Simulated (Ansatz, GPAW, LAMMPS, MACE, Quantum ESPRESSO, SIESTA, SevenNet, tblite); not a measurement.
**Liquid 62SiO2-17Al2O3-10MgO-10Na2O (mol %) at 2000 K (94 atoms) in other programs, against a plane-wave reference**

How near do other programs and methods come to a plane-wave reference for liquid 62SiO2-17Al2O3-10MgO-10Na2O (mol %) at 2000 K (94 atoms)? A plane-wave run serves as the reference.

Program: Ansatz 0.2.0. Level of theory: Kohn-Sham DFT, PBE, PAW, plane waves. Results are calculated unless marked as measured.

## 1. The starting structure

The cell holds 94 atoms: 18 Si, 10 Al, 3 Mg, 6 Na and 57 O. Its edges and angles: a = 11.041 Å, b = 11.041 Å, c = 11.041 Å, α = 90.0°, β = 90.0°, γ = 90.0°. 94 atoms (18 Si, 10 Al, 3 Mg, 6 Na, 57 O) placed at random at 2.51 g/cm³, melted at 4000 K for 10 ps at fixed volume with the Morse and Coulomb pair potential with partial charges (Pedone, Malavasi, Menziani, Cormack and Segre, J. Phys. Chem. B 110, 11780 (2006)). Snapshot at the end of a hold of 10 ps at 2000 K and zero pressure.

## 2. Reference: Ansatz, plane waves

The PAW files are the set soft_2.

Input file input.yaml:

```yaml
crystal:
  lattice:
    - [11.04071, 0.0, 0.0]
    - [0.0, 11.04071, 0.0]
    - [0.0, 0.0, 11.04071]
  atoms:
    - { symbol: Si, position: [0.56169, 0.35144, 0.20328] }
    - { symbol: Si, position: [0.80324, 0.84916, 0.79516] }
    - { symbol: Si, position: [0.80485, 0.66512, 0.42893] }
    - { symbol: Si, position: [0.94367, 0.12782, 0.11773] }
    [... 84 atom lines left out ...]
    - { symbol: O, position: [0.14414, 0.96653, 0.99612] }
    - { symbol: O, position: [0.50485, 0.68524, 0.85615] }
    - { symbol: O, position: [0.37166, 0.24668, 0.95221] }
    - { symbol: O, position: [0.30838, 0.80954, 0.90469] }
    - { symbol: O, position: [0.51884, 0.43594, 0.89904] }
    - { symbol: O, position: [0.93747, 0.67862, 0.45952] }
kpoints:
  mp_grid: { grid: [1, 1, 1] }
hamiltonian:
  xc: pbe
scf:
  occupations: { method: fermi_dirac, width: 0.05 }
output:
  forces: true
  eigenvalues: true
  populations: true
  stress: true
```

Launch:

```bash
$ ansatz run input.yaml --threads 4 --pin off --max-ram 8192MiB --backend cpu --events-out ev --progress --plain --runs-dir out
```

The log of the run:

```text
[...]
Pseudopotentials: kind: paw
Pseudopotential: Si, paw, valence charge 4, recommended cutoff 420 eV (normal), Si.paw.azcp
Pseudopotential: Al, paw, valence charge 3, recommended cutoff 420 eV (normal), Al.paw.azcp
Pseudopotential: Mg, paw, valence charge 10, recommended cutoff 420 eV (normal), Mg.paw.azcp
Pseudopotential: Na, paw, valence charge 9, recommended cutoff 420 eV (normal), Na.paw.azcp
Pseudopotential: O, paw, valence charge 6, recommended cutoff 420 eV (normal), O.paw.azcp
[...]
Crystal: 94 atoms, lattice volume = 1345.832 Å³
Basis set: ecut = 420 eV, 26193 PW (Γ), exchange–correlation on 150×150×150 points (8 copies of the dense FFT grid, shifted against one another)
Bands: 358, of which v1, the nominal top of the filled ones, is band 264 counted from 1 (263 counted from 0)
Symmetry: 1 space group operations
Space group: P1 (ITA 1), of the structure as read, at distance tolerance 1.1e-4 Å
k-points: 1
[...]
Initial density: superposition of atomic densities (neutral atoms: chi_scale 0, normalization atom), corrected by the library's trained network
Initial wavefunctions: pseudopotential atomic-orbital guess
[...]
SCF iter   1: F=—  HF=-63934.689678 eV  |F-HF|=—  |Δ(HF+E_count)|=         —  Δρ=2.62e-3  dr2=1.27e-1  ethr=1.77e-3  ⟨swp⟩=6.0  Hψ=1551  notcnv=0  defer=43
preconditioner: auto → Resta (q_TF=auto, 2.334 Å⁻¹)  ε∞=3.0  [insulator: Δε(μ)=1.658 eV  Ē_g=15.679 eV  σ=0.050 eV  W_gap=1.00  n_scr=256 (ndim 8)  ℏωp=22.2 eV  f_vac=0.172  D(μ)=0.00/eV (n_scr^D=0)  ε∞_Penn≈3.0]
[...]
SCF iter   9: F=—  HF=-63934.684156 eV  |F-HF|=—  |Δ(HF+E_count)|=   5.45e-7  Δρ=4.83e-6  dr2=3.34e-7  ethr=5.24e-10  ⟨swp⟩=2.0  Hψ=515  notcnv=0  defer=89
SCF iter  10: F=-63934.684157 eV  HF=-63934.684157 eV  |F-HF|=6.80e-9  |Δ(HF+E_count)|=   1.07e-7  Δρ=2.46e-6  dr2=7.70e-8  ethr=1.89e-11  ⟨swp⟩=14.0  Hψ=2054  notcnv=0
SCF 1 converged in 10 iterations: F = -63934.684157 eV  dr2 = 7.70e-8
[...]
SCF converged after 10 iterations
Free energy (F): -63934.684157 eV
Harris-Foulkes:  -63934.684157 eV  (|F-HF|=6.80e-9)
Internal energy: -63934.684155 eV  (E = F + TS)
E sigma→0 (E₀):  -63934.684156 eV
Entropy (-TS):   -0.000002 eV (-0.000 meV/atom)
Fermi energy:    4.803384 eV
--- Per-component energies (eV) ---
[...]
Σ components = -63934.684157   (vs F -63934.684157, Δ=0.00e0)
--- Forces (eV/Å), atoms counted from 1 ---
  atom   1  Si     1.75636666     2.98063685    -2.05006426
  atom   2  Si     2.11744370    -0.17473673    -0.49025604
  atom   3  Si    -8.14053721    -1.11473057    -3.52558654
  atom   4  Si    -0.25861573     6.98101368    -0.56804144
[...]
atom  94  O      4.05540811     1.28392967     1.18416037
  max |Σ_I F_I| component: 2.32e-4 eV/Å
--- Stress (GPa, compression-positive) ---
        3.242920      -1.766823      -0.602691
       -1.766826       3.664772       0.721791
       -0.602690       0.721789       5.256465
  P = ⅓ Tr σ = 4.0547 GPa (40.547 kbar)
--- Band table (eV) ---
  k-point 0: bands = ["-72.0326", "-71.1549", "-70.9084", "-49.1605", [... 342 levels ...], "12.7707", "12.8074", "12.8548", "12.8804", "12.9420", "12.9949", "13.0136", "13.0903", "13.1032", "13.1434", "13.1839", "13.2408"]
--- Löwdin populations: 94 sites ---
  site symbol       q [e]
     0     Si      2.2236
     1     Si      2.3330
     2     Si      2.3107
[...]
93      O      6.8247
  spilling = 0.010603 (of n_electrons = 528.000000)
```

Run time: 16 s. Hardware: 4 threads of Arm Neoverse V2, shared host; peak memory 1.7 GiB.

Read from the output:

| Quantity | Value |
| --- | --- |
| free energy | -63934.6842 eV |
| free energy per atom | -680.1562 eV/atom |
| SCF cycles | 10 |
| pressure | 4.055 GPa |
| r.m.s. force component | 2.18 eV/Å |
| longest force | 9.468 eV/Å |
| Fermi energy | 4.803 eV |
| gap (highest filled to lowest empty level) | 1.459 eV |
| spilling of the projection | 0.0106 |

Length of the force by element:

```csv
element,coordination,atoms,mean length of the force (eV/Å),spread,least,most
Al,all,10,3.39,1.27,1.65,5.47
Mg,all,3,1.56,0.573,0.84,2.24
Na,all,6,0.793,0.41,0.340,1.58
O,all,57,2.88,1.61,0.499,7.55
Si,all,18,5.29,2.01,2.18,9.47
```

Löwdin charges by element (they lack the spilled electrons, 0.060 e an atom on average):

```csv
element,coordination,atoms,mean charge (e),spread,least,most
Al,all,10,1.33,0.0751,1.19,1.44
Mg,all,3,1.66,0.0141,1.65,1.68
Na,all,6,0.837,0.0259,0.801,0.880
O,all,57,-0.853,0.0723,-1.06,-0.750
Si,all,18,1.72,0.0506,1.60,1.78
```

The levels nearest the highest filled one (over half full), pooled over k-points and spins:

```csv
level less the highest filled one (eV),occupation
-1.24,2
-0.947,2
-0.566,2
-0.332,2
-0.119,2
0,2
1.46,0
2.49,0
2.72,0
3.18,0
3.33,0
3.58,0
```

The run ends at a pressure of 4.05 GPa, with forces up to 9.5 eV/Å.

## 3. Local order

Density 2.34 g/cm³, 14.32 Å³ an atom.

g(r), total and by pair (bins of 0.2 Å):

```csv
r (Å),total,O-O,O-Si,O-Al,O-Na,O-Mg,Si-Si
1.40,0.22,0.00,0.96,0.00,0.00,0.00,0.00
1.60,2.71,0.00,8.74,5.25,0.00,0.00,0.00
1.80,1.70,0.00,4.35,4.78,0.00,1.83,0.00
2.00,0.24,0.00,0.00,0.93,0.00,3.10,0.00
2.20,0.25,0.06,0.00,0.79,1.00,1.27,0.00
2.40,0.58,1.00,0.00,0.16,1.67,1.65,0.00
2.60,1.10,2.47,0.00,0.14,1.59,0.00,0.00
2.80,1.40,2.93,0.07,0.12,2.18,0.39,0.00
3.00,0.70,1.03,0.06,0.11,0.00,1.06,2.48
3.20,0.98,0.80,0.35,0.36,1.22,0.61,2.89
3.40,0.90,0.57,0.68,0.97,0.56,1.62,1.78
3.60,0.85,0.73,1.36,0.72,0.72,0.47,0.00
3.80,1.03,0.59,1.77,1.76,0.97,0.45,0.00
4.00,1.01,0.74,1.23,1.71,1.38,0.58,0.41
4.20,1.22,0.88,1.86,1.39,1.16,0.71,1.31
4.40,1.06,0.71,1.35,1.41,1.13,1.79,0.68
4.60,0.96,0.86,0.89,1.03,0.89,1.93,1.09
4.80,1.01,1.15,0.91,0.73,1.57,0.81,1.01
5.00,1.19,1.68,0.75,0.90,1.39,0.62,1.05
5.20,1.01,1.39,0.65,0.56,0.81,0.80,1.71
5.40,1.07,1.18,0.83,1.06,0.75,1.08,1.81
```

## 4. The ladder

The programs:
- GPAW 26.7.0: PAW with atomic orbitals (LCAO), plane waves or a real-space grid of spacing h.
- MACE: machine-learned potential, published weights.
- Quantum ESPRESSO 7.5: plane waves; labels (QE) give functional, pseudopotential set and cutoffs of waves/density.
- SIESTA 5.4.2: numerical atomic orbitals, whose automatically made sets are far from complete, with PseudoDojo norm-conserving potentials that we converted to its format (checked against plane waves on the same files for H, C, O, Si, Ge and Ca alone); labels give functional, basis size, energy shift and mesh cutoff.
- SevenNet: machine-learned potential, published weights.
- tblite 0.8.0: extended tight binding, driven from Python.

All use the same cell and atoms; the electronic-structure runs use the same k-mesh, and an electronic temperature of 580 K (0.05 eV) where levels are smeared.

Differences are against the plane-wave reference, forces as r.m.s. over components; share is that over the reference's r.m.s. force, slope the least-squares factor from reference forces to these. Total energies of different programs have different zeros and aren't compared.

```csv
run,"Δ force, r.m.s. (meV/Å)",share (%),slope,Δ pressure (GPa),Δ gap (eV),cores,CPU time,memory (GiB)
reference,-,-,-,-,-,4,63 s,1.7
"GPAW PBE, LCAO dzp, h 0.18 Å",383,17.6,1.103,-,-0.147,1,3.6 min,1.9
"GPAW PBE, LCAO dzp, h 0.18 Å, other mixer settings",383,17.6,1.103,-,-0.147,2,5.2 min,2.1
"GPAW PBE, LCAO sz(dzp), h 0.18 Å (coarse)",1173,53.8,1.221,-,-0.536,1,73 s,1.4
"GPAW PBE, grid h 0.18 Å",198,9.08,1.066,-,0.026,2,12 min,3.1
MACE MP-0b2 small potential,176,8.09,0.990,0.221,-,1,5.5 s,0.67
MACE MPA-0 medium potential,134,6.15,1.010,0.341,-,1,7.3 s,1.1
"QE PBE, sssp-1.3.0-efficiency, 60/480 Ry",63.6,2.92,1.022,0.381,0.0034,4,15 min,4.3
"SIESTA PBE, DZ, shift 0.01 Ry, mesh 500 Ry (coarse)",996,45.7,1.252,10.3,-0.385,2,2.4 min,1.5
"SIESTA PBE, DZP, shift 0.01 Ry, mesh 500 Ry",242,11.1,1.061,2.24,-0.133,2,5.9 min,2.4
"SIESTA PBE, SZ, shift 0.02 Ry, mesh 500 Ry (coarse)",1109,50.9,1.277,6.94,-0.976,1,1.8 min,0.87
"SIESTA PBE, SZP, shift 0.01 Ry, mesh 500 Ry (coarse)",575,26.4,1.191,6.28,-0.220,2,4.5 min,2.2
SevenNet l3i5 potential,97.9,4.49,1.003,-0.135,-,1,9 s,1.5
tblite GFN1-xTB,623,28.6,0.826,4.73,-,1,4.8 s,0.13
```

Rows marked coarse were listed beforehand as settings not expected to be converged; some can still land near the reference.

Times of the machine-learned potentials are mostly Python's start and the loading of weights.

CPU time is summed over cores on a shared host, where runs went side by side, so it is rough. Symmetry, cutoffs, thresholds, outputs and thread counts weren't matched or tuned between programs; memory under MPI is the largest rank's times the ranks.

Mean charges by element (e), by run and scheme:

```csv
run,scheme,Si,Al,Mg,Na,O
reference,Löwdin,+1.72,+1.33,+1.66,+0.84,-0.85
"SIESTA PBE, DZP, shift 0.01 Ry, mesh 500 Ry",Hirshfeld,+0.41,+0.38,+0.56,+0.33,-0.26
tblite GFN1-xTB,Mulliken,+0.51,+0.61,+0.78,+0.23,-0.33
```

The reference's Löwdin charges lack the electrons that the projection spills, 0.060 e an atom on average.

Within one program, basis, potentials and functional, energies share a zero. Each run against its twin at the usual cutoff or grid and solver:

```csv
run,twin,Δ energy (meV/atom),"Δ force, r.m.s. (meV/Å)",CPU time over the twin's
"GPAW PBE, LCAO dzp, h 0.18 Å, other mixer settings","LCAO dzp, h 0.18 Å",0,0.952,1.4 (this twin ran on 1 cores)
```

## 5. Summary of results

```json
{"reference r.m.s. force component": "2.18 eV/Å", "nearest in forces": "QE PBE, sssp-1.3.0-efficiency, 60/480 Ry, 2.9 %", "farthest in forces": "GPAW PBE, LCAO sz(dzp), h 0.18 Å (coarse), 54 %", "cheapest electronic-structure run beside the reference": "tblite GFN1-xTB, 4.8 s of CPU time"}
```

**Reading.** PBE on plane waves or a grid with other potentials, cutoffs or grids, coarse settings apart, differs from the reference by 2.9 % (QE PBE, sssp-1.3.0-efficiency, 60/480 Ry) to 9.1 % (GPAW PBE, grid h 0.18 Å) of the r.m.s. force; this holds the reference's own error, so differences of a few per cent don't tell which side is nearer the exact PBE result (QE's 60 Ry are 816 eV, against the reference's 420 eV). The PBE runs in local orbitals, coarse settings apart, differ by 11 % (SIESTA PBE, DZP, shift 0.01 Ry, mesh 500 Ry) to 18 % (GPAW PBE, LCAO dzp, h 0.18 Å); basis, grid and potentials can all enter. Tight binding differs by 29 % (tblite GFN1-xTB); it is another model, with fitted parameters of its own, and the xTB methods hold dispersion. Machine-learned potentials differ by 4.5 % (SevenNet l3i5 potential) to 8.1 % (MACE MP-0b2 small potential); they were trained on other programs' data. Runs with settings chosen to be coarse differ by 26 % (SIESTA PBE, SZP, shift 0.01 Ry, mesh 500 Ry) to 54 % (GPAW PBE, LCAO sz(dzp), h 0.18 Å), their programs' other errors included. One electronic-structure run takes under half the reference's CPU time: tblite GFN1-xTB, at 29 % in 4.8 s against 63 s; its pressure misses by +4.7 GPa. SIESTA PBE, SZP, shift 0.01 Ry, mesh 500 Ry stiffens the forces by a factor of 1.19 while following their directions (correlation 0.989); the slopes of the 4 SIESTA runs lie between 1.06 and 1.28. At the same functional, gaps differ from the reference's 1.46 eV by between -0.98 and +0.03 eV. In pressure, SIESTA PBE, DZ, shift 0.01 Ry, mesh 500 Ry misses by +10.3 GPa, at the same functional. Charges hang on model, scheme and program or settings: among these rows the mean for Si runs from +0.41 to +1.72 e. In the reference: filled and empty levels are parted by 1.46 eV (at Γ alone); a semilocal functional tends to put such gaps too low. In a disordered cell it changes from sample to sample and from frame to frame. In the reference: mean Löwdin charges: Al +1.33, Mg +1.66, Na +0.84, O -0.85, Si +1.72 e (they miss 1.1 % of the electrons, so they add up to more than the cell's charge). Periodic xTB results under one method name differ between programs and library versions. The potentials hold different valence shells: 528 electrons in the reference, 516 in GPAW and 504 in Quantum ESPRESSO with SSSP; this bears on time and differences. The frame stands for 2000 K, but pressures are static and levels are smeared at 580 K. Machine-learned potentials mimic data converged in k, so the reference's own k-point error enters their differences. The network of bonds at the start is that of the classical potential that made the cell, and needn't be the one that DFT or experiment would give. The electronic-structure runs sample only Γ, in a cell whose shortest periodic width is 11 Å.

[Also dropped from logs without a mark: logging warnings of Python, and SIESTA's first energy breakdown and zero terms.]

[Logs are printed without paths, hosts, clocks, repeated set-up lines and the standing remarks that a program may print on its own settings, such as how far it seeks lower states.]

[Hosts, paths, dates, database ids (printed as entryN), source tags and the programs' standing remarks are cut or masked in the printed files.]
